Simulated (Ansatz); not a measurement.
# How fast states decay through SiF2, part 2 of 2

A new crystal, SiF2: structure, gap and complex bands. It is built by putting Si for Sn, F for I in the SnI2 structure of space group P4_2/mnm, with the volume rescaled by atomic radii. The parent structure comes from the Materials Project.

Ansatz 0.2.0; PBE DFT, plane waves, PAW files (the session's first sound run).

So far, gap on path (eV): step 3 (the bulk crystal and its band edges, PBE) 2.27; step 6 (PBE norm-conserving, cutoff 1320 eV) 2.26. The relaxed cell has a = 5.856, c = 2.506 Å (conventional setting).

The structure was built from a prototype and need not be the compound's stable phase.

## (7) Complex bands at another level

This step: PBE DFT, plane waves, norm-conserving files; complex bands by layer matching along the plane's normal (Ansatz 0.2.0).

The complex bands at that level, over its own gap, at (0, 0) and (0.5, 0).

The input, input.yaml:

```yaml
crystal:
  lattice:
    - [5.855777861, 0.0, 0.0]
    - [0.0, 5.855777861, 0.0]
    - [0.0, 0.0, 2.506149595]
  atoms:
    - { symbol: Si, position: [0.0, 0.0, 0.0] }
    - { symbol: Si, position: [0.5, 0.5, 0.5] }
    - { symbol: F, position: [0.2048233202, 0.2048233202, 0.0] }
    - { symbol: F, position: [0.7951766798, 0.7951766798, 0.0] }
    - { symbol: F, position: [0.7048233202, 0.2951766798, 0.5] }
    - { symbol: F, position: [0.2951766798, 0.7048233202, 0.5] }
kpoints:
  mp_grid: { grid: [4, 4, 10] }
scf:
  occupations: { method: fixed }
hamiltonian:
  xc: pbe
  pseudopotentials: { kind: nc }
output:
  eigenvalues: true
  transmission:
    leads: [[0, 0]]
    kpoints: [[0.0, 0.0], [0.5, 0.0]]
    e_range: [-1.0, 3.26]
    de: 0.07
```

Command:

```console
$ ansatz run input.yaml --threads 2 --pin off --max-ram 4096MiB --backend cpu --events-out ev --progress --plain --runs-dir out
```

It took 0.19 s on 2 threads of Arm Neoverse V1, shared host; peak memory 0.14 GiB.

The program refused the input before any cycle.

The program's message: “Error: memory limit exceeded: the `transmission` phase of `transmission` needs 4.43 GiB against the run's memory maximum of 4.00 GiB; largest carriers: transmission 4.09 GiB, unmodelled-tail allowance …”

## (8) A repeat with changed settings: basis.xc_grid = 1

This step: PBE DFT, plane waves, PAW files; complex bands by layer matching along the plane's normal; changed: basis.xc_grid = 1 (Ansatz 0.2.0).

This run repeats an earlier one, its twin (the complex run, plane (001)), with one setting changed (basis.xc_grid; files written aside). It is meant to test whether the numerical route changes the result or only the time. Where the input is shown as a difference, that is against the step before, not the twin.

input.yaml, as its differences from that of step 7:

```diff
@@ -18,3 +18,2 @@
   xc: pbe
-  pseudopotentials: { kind: nc }
 output:
@@ -24,3 +23,5 @@
     kpoints: [[0.0, 0.0], [0.5, 0.0]]
-    e_range: [-1.0, 3.26]
+    e_range: [-1.0, 3.27]
     de: 0.07
+basis:
+  xc_grid: 1
```

Elapsed: 63 s, on 2 threads; peak memory 0.87 GiB; 2.1 min of CPU time.

This step gave:

- free energy: -4505.5070 eV
- Fermi energy: 3.189 eV
- gap on the k-mesh: 2.289 eV

K parallel (0, 0); values up to 1.5 1/Å, a degenerate pair printed once or twice; energies at which all values exceed this have no row. Table of Im kz of the slowest decaying states by energy, zero at the highest filled level on the SCF mesh:

```
energy (eV)  decay 1 (Å⁻¹)  decay 2 (Å⁻¹)  decay 3 (Å⁻¹)  decay 4 (Å⁻¹)
      -1.00          0.424          0.514          0.745          0.753
      -0.86          0.404          0.524          0.748          0.753
      -0.65          0.334          0.536          0.741          0.763
      -0.51          0.216          0.543          0.735          0.770
      -0.30          0.550          0.731          0.780           1.01
      -0.16          0.554          0.741          0.786          0.963
      -0.02          0.556          0.779          0.792          0.917
       0.05          0.118          0.556          0.794          0.808
       0.19          0.220          0.556          0.800          0.865
       0.40          0.269          0.553          0.807          0.832
       0.54          0.282          0.548          0.811          0.819
       0.68          0.288          0.541          0.809          0.816
       0.89          0.289          0.527          0.801          0.821
       1.03          0.286          0.513          0.797          0.825
       1.24          0.277          0.487          0.795          0.829
       1.38          0.268          0.464          0.794          0.832
       1.59          0.250          0.421          0.794          0.836
       1.73          0.235          0.384          0.795          0.837
       1.87          0.218          0.339          0.795          0.839
       2.08          0.185          0.245          0.797          0.840
       2.22          0.143          0.158          0.798          0.841
       2.43         0.0986          0.800          0.841          0.886
       2.57          0.801          0.841          0.879           1.10
       2.78          0.803          0.839          0.871           1.10
       2.92          0.804          0.838          0.866           1.10
       3.13          0.806          0.835          0.859           1.10
       3.27          0.807          0.832          0.854           1.10
```

K parallel (0, 0). The Re kz of states that move upwards by energy, zero at the highest filled level on the SCF mesh:

```
energy (eV)  channel 1 (Å⁻¹)  channel 2 (Å⁻¹)  channel 3 (Å⁻¹)  channel 4 (Å⁻¹)
      -1.00            0.918                -                -                -
      -0.86            0.960                -                -                -
      -0.65             1.02                -                -                -
      -0.51             1.07                -                -                -
      -0.30            0.387             1.14                -                -
      -0.16            0.646             1.21                -                -
      -0.02            -1.19            0.946                -                -
       0.05                -                -                -                -
       0.19                -                -                -                -
       0.40                -                -                -                -
       0.54                -                -                -                -
       0.68                -                -                -                -
       0.89                -                -                -                -
       1.03                -                -                -                -
       1.24                -                -                -                -
       1.38                -                -                -                -
       1.59                -                -                -                -
       1.73                -                -                -                -
       1.87                -                -                -                -
       2.08                -                -                -                -
       2.22                -                -                -                -
       2.43            0.209            0.209                -                -
       2.57            -1.15            0.299            0.299             1.22
       2.78            -1.19            -1.05            0.401            0.401
       2.92            -1.15            -1.01            0.459            0.459
       3.13            -1.10           -0.961            0.537            0.537
       3.27            -1.08           -0.932            0.584            0.584
```

K parallel (0.5, 0); values up to 1.5 1/Å, a degenerate pair printed once or twice; energies at which all values exceed this have no row. Table of Im kz of the slowest decaying states by energy, zero at the highest filled level on the SCF mesh:

```
energy (eV)  decay 1 (Å⁻¹)  decay 2 (Å⁻¹)  decay 3 (Å⁻¹)  decay 4 (Å⁻¹)
      -1.00          0.545          0.801          0.812           1.05
      -0.86          0.557          0.799          0.820           1.05
      -0.65          0.574          0.797          0.836           1.06
      -0.51          0.585          0.798          0.849           1.06
      -0.30          0.599          0.800          0.873           1.06
      -0.16         0.0405          0.608          0.801          0.892
      -0.02          0.165          0.616          0.804          0.915
       0.05          0.195          0.619          0.805          0.928
       0.19          0.236          0.627          0.807          0.961
       0.40          0.272          0.636          0.811           1.01
       0.54          0.285          0.642          0.814           1.02
       0.68          0.293          0.647          0.816           1.03
       0.89          0.297          0.653          0.819           1.04
       1.03          0.295          0.657          0.820           1.05
       1.24          0.287          0.661          0.821           1.06
       1.38          0.278          0.663          0.820           1.02
       1.59          0.259          0.662          0.814          0.963
       1.73          0.242          0.660          0.803          0.931
       1.87          0.222          0.653          0.785          0.906
       2.08          0.183          0.627          0.749          0.885
       2.22          0.148          0.590          0.729          0.879
       2.43         0.0483          0.498          0.712          0.874
       2.57          0.413          0.705          0.873           1.15
       2.78          0.210          0.699          0.873           1.16
       2.92          0.695          0.873           1.17           1.26
       3.13          0.690          0.873           1.19           1.27
       3.27          0.686          0.873           1.19           1.27
```

The energy agrees with the twin's within 2e-6 eV and the result to the printed digits, after as many cycles: the change makes no difference here.

## (9) The same cell, other settings

This step: PBE DFT, plane waves, PAW files; complex bands by layer matching along the plane's normal; changed: output.transmission.e_range = [-0.5, 0.5], output.transmission.de = 0.1 (Ansatz 0.2.0).

This run repeats an earlier one, its twin (the complex run, plane (001)), with two settings changed (output.transmission.e_range, output.transmission.de; files written aside). It is meant to test what the energy window and step decide. Where the input is shown as a difference, that is against the step before, not the twin.

input.yaml, as its differences from that of step 8:

```diff
@@ -23,5 +23,3 @@
     kpoints: [[0.0, 0.0], [0.5, 0.0]]
-    e_range: [-1.0, 3.27]
-    de: 0.07
-basis:
-  xc_grid: 1
+    e_range: [-0.5, 0.5]
+    de: 0.1
```

Wall time 18 s (2 threads); peak memory 0.63 GiB.

K parallel (0, 0); values up to 1.5 1/Å, a degenerate pair printed once or twice; energies at which all values exceed this have no row. The Im kz of the slowest decaying states by energy, zero at the highest filled level on the SCF mesh:

```
energy (eV)  decay 1 (Å⁻¹)  decay 2 (Å⁻¹)  decay 3 (Å⁻¹)  decay 4 (Å⁻¹)
     -0.500          0.201          0.543          0.735          0.771
     -0.400          0.547          0.732          0.775           1.05
     -0.300          0.550          0.731          0.780           1.01
     -0.200          0.553          0.736          0.784          0.977
     -0.100          0.555          0.753          0.788          0.942
      0.000          0.556          0.787          0.792          0.911
      0.100          0.170          0.556          0.796          0.830
      0.200          0.224          0.556          0.800          0.863
      0.300          0.252          0.555          0.804          0.846
      0.400          0.269          0.553          0.807          0.832
      0.500          0.279          0.550          0.810          0.822
```

K parallel (0, 0). The Re kz of states that move upwards by energy, zero at the highest filled level on the SCF mesh:

```
energy (eV)  channel 1 (Å⁻¹)  channel 2 (Å⁻¹)
     -0.500             1.07                -
     -0.400            0.189             1.11
     -0.300            0.387             1.14
     -0.200            0.570             1.19
     -0.100            0.767             1.24
      0.000            -1.16             1.00
      0.100                -                -
      0.200                -                -
      0.300                -                -
      0.400                -                -
      0.500                -                -
```

K parallel (0.5, 0); values up to 1.5 1/Å, a degenerate pair printed once or twice; energies at which all values exceed this have no row. The Im kz of the slowest decaying states by energy, zero at the highest filled level on the SCF mesh:

```
energy (eV)  decay 1 (Å⁻¹)  decay 2 (Å⁻¹)  decay 3 (Å⁻¹)  decay 4 (Å⁻¹)
     -0.500          0.585          0.798          0.850           1.06
     -0.400          0.592          0.799          0.861           1.06
     -0.300          0.599          0.800          0.873           1.06
     -0.200          0.605          0.801          0.886           1.06
     -0.100          0.115          0.611          0.802          0.901
      0.000          0.174          0.617          0.804          0.918
      0.100          0.211          0.622          0.806          0.938
      0.200          0.238          0.627          0.808          0.964
      0.300          0.257          0.632          0.809           1.00
      0.400          0.272          0.636          0.811           1.01
      0.500          0.282          0.640          0.813           1.02
```

## (10) Outcome

| Quantity | Value |
| --- | --- |
| band gap | 2.27 eV |
| least decay constant at mid-gap, normal to (001) | 0.281 Å⁻¹ |
| least decay constant on a mesh, normal to (001) | 0.282 Å⁻¹ |

What this shows: With PBE, the slowest decay at the wavevectors tried is κ = 0.281 Å⁻¹, normal to (001). Through such a film the transmission near mid-gap falls as exp(−2κd), a factor of ten every 4.1 Å. A free electron under a barrier of half the gap would need a mass of 0.26 mₑ to decay at this rate. The compound is made up by substitution; its stability against other phases and against distortions of the cell's symmetry was not tested. A semilocal functional narrows gaps, so real decay constants are likely larger.

[Logs are printed without paths, hosts, clocks, repeated set-up lines and the standing remarks that a program may print on its own settings, such as how far it seeks lower states.]

[Hosts, paths, dates, database ids (printed as entryN), source tags and the programs' standing remarks are cut or masked in the printed files.]
